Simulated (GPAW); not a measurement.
**Magnetic state of free-standing square W monolayer, spacing 2.603 A from several starts**

Does free-standing square W monolayer, spacing 2.603 A prefer parallel or opposed moments, or none?

Method: LDA; plane waves with GPAW's PAW setups, scalar-relativistic, in GPAW 26.7.0.

Report form: the programs' logs are mostly left out.

### 1. Set-up

The cell holds 1 atom: 1 W. Cell: a = 2.603 Å, b = 2.603 Å, c = 14.000 Å, α = 90.0°, β = 90.0°, γ = 90.0°. model lattice. Vacuum lies along c.

### 2. Order 1, typed as ferro +

Parallel moments need no larger cell; this start tests for a ferromagnetic state only.

File order1.py:

```python
import json
import numpy as np
from ase import Atoms
from ase.parallel import paropen, parprint
from gpaw import GPAW

atoms = Atoms(['W'],
    cell=[[2.603, 0.0, 0.0],
         [0.0, 2.603, 0.0],
         [0.0, 0.0, 14.0]],
    scaled_positions=[[0.0, 0.0, 0.5]],
    pbc=True,
    magmoms=[1.0])
atoms.calc = GPAW(mode={'name': 'pw', 'ecut': 550},
    xc='LDA',
    kpts={'size': (10, 10, 1), 'gamma': True},
    occupations={'name': 'fermi-dirac', 'width': 0.1},
    convergence={'density': 1e-05, 'energy': 1e-05},
    maxiter=200,
    symmetry={'tolerance': 1e-4},
    txt='order1.txt')
e = atoms.get_potential_energy(force_consistent=True)
res = {'free_energy': e, 'energy_sigma0': atoms.get_potential_energy(), 'fermi_energy': atoms.calc.get_fermi_level()}
res['moments'] = atoms.get_magnetic_moments().tolist()
res['total'] = atoms.get_magnetic_moment()
parprint('site moments (muB):', np.round(res['moments'], 3))
parprint(f"total moment: {res['total']:.3f} muB")
parprint(f'free energy: {e:.6f} eV')
atoms.calc.write('order1.gpw')
with paropen('results.json', 'w') as f:
    json.dump(res, f)
```

Run with:

```bash
$ OMP_NUM_THREADS=1 python3 order1.py > order1.log
```

It took 19 s on 1 MPI rank of Intel Xeon Platinum 8375C at 2.90GHz (Ice Lake), shared host; peak memory 0.2 GiB.

Numbers from this step:

* final state: non-magnetic

After 12 cycles the seed has died away: no moment is left.

### 3. Order 2, typed as antiferro q=(1/2,1/2,0) +-

Reversing part of the moments tests the sign of the couplings between them.

This order needs a doubled cell of 2 atoms. Its mesh is chosen so that both cells sample the same points.

File order2.py:

```python
import json
import numpy as np
from ase import Atoms
from ase.parallel import paropen, parprint
from gpaw import GPAW

atoms = Atoms(['W', 'W'],
    cell=[[5.206, 0.0, 0.0],
         [2.603, 2.603, 0.0],
         [0.0, 0.0, 14.0]],
    scaled_positions=[[0.0, 0.0, 0.5],
         [0.5, 0.0, 0.5]],
    pbc=True,
    magmoms=[1.0, -1.0])
atoms.calc = GPAW(mode={'name': 'pw', 'ecut': 550},
    xc='LDA',
    kpts={'size': (5, 10, 1), 'gamma': True},
    occupations={'name': 'fermi-dirac', 'width': 0.1},
    convergence={'density': 1e-05, 'energy': 1e-05},
    maxiter=200,
    symmetry={'tolerance': 1e-4},
    txt='order2.txt')
e = atoms.get_potential_energy(force_consistent=True)
res = {'free_energy': e, 'energy_sigma0': atoms.get_potential_energy(), 'fermi_energy': atoms.calc.get_fermi_level()}
res['moments'] = atoms.get_magnetic_moments().tolist()
res['total'] = atoms.get_magnetic_moment()
parprint('site moments (muB):', np.round(res['moments'], 3))
parprint(f"total moment: {res['total']:.3f} muB")
parprint(f'free energy: {e:.6f} eV')
atoms.calc.write('order2.gpw')
with paropen('results.json', 'w') as f:
    json.dump(res, f)
```

Run with:

```bash
$ OMP_NUM_THREADS=1 python3 order2.py > order2.log
```

Wall time 2.2 min (1 MPI rank); peak memory 0.36 GiB.

Numbers from this step:

```
final state : non-magnetic
```

It ends in the same state without moments as the first start; the 6.9e-6 meV between them is numerical noise.

### 4. Order 3, typed as no spin polarisation

A run without seeds gives the energy of the state without moments.

File nospin.py:

```python
import json
import numpy as np
from ase import Atoms
from ase.parallel import paropen, parprint
from gpaw import GPAW

atoms = Atoms(['W'],
    cell=[[2.603, 0.0, 0.0],
         [0.0, 2.603, 0.0],
         [0.0, 0.0, 14.0]],
    scaled_positions=[[0.0, 0.0, 0.5]],
    pbc=True)
atoms.calc = GPAW(mode={'name': 'pw', 'ecut': 550},
    xc='LDA',
    kpts={'size': (10, 10, 1), 'gamma': True},
    occupations={'name': 'fermi-dirac', 'width': 0.1},
    convergence={'density': 1e-05, 'energy': 1e-05},
    maxiter=200,
    symmetry={'tolerance': 1e-4},
    txt='nospin.txt')
e = atoms.get_potential_energy(force_consistent=True)
res = {'free_energy': e, 'energy_sigma0': atoms.get_potential_energy(), 'fermi_energy': atoms.calc.get_fermi_level()}
parprint(f'free energy: {e:.6f} eV')
atoms.calc.write('nospin.gpw')
with paropen('results.json', 'w') as f:
    json.dump(res, f)
```

Run with:

```bash
$ OMP_NUM_THREADS=1 python3 nospin.py > nospin.log
```

The job ended after 9.4 s (1 MPI rank; peak memory 0.16 GiB).

This step gave:

* final state: non-magnetic (no spin polarisation)

It ends in the same state without moments as the first start; the 1.0e-7 meV between them is numerical noise.

### 5. Ranking

These are free energies at a smearing of 0.1 eV, so its entropy term is in the differences. They are divided by the number of seeded atoms, so that cells of unlike size compare. Wavevectors q in the names are fractions of the reciprocal vectors of the first run's cell.

Orders:

```csv
start,final state,typed order kept,energy over the lowest (meV a seeded atom),largest site moment (μB),net moment (μB a primitive cell),mesh matched,CPU time (s)
ferro +,non-magnetic,no,0,0,0,yes,18.9
"antiferro q=(1/2,1/2,0) +-",non-magnetic,no,0,0,0,yes,131.6
no spin polarisation,non-magnetic,-,0,0,0,yes,9.33
```

### 6. Summary of results

```json
{
 "lowest state found": "non-magnetic (typed ferro +)",
 "largest site moment": "0 μB"
}
```

The lowest state carries no moment above 0.15 μB, and no start kept one. This is the lowest of 3 finished starts, no proof of the ground state.

[Logs and program files are shortened in this print: banners, set-up blocks, solver, clock and traceback lines can be left out without a mark of their own.]

[Logs are printed without paths, hosts, clocks, repeated set-up lines and the standing remarks that a program may print on its own settings, such as how far it seeks lower states.]

[Hosts, paths, dates, database ids (printed as entryN), source tags and the programs' standing remarks are cut or masked in the printed files.]

[Where a cell is said to come from a database of computed structures, the database is the Materials Project.]
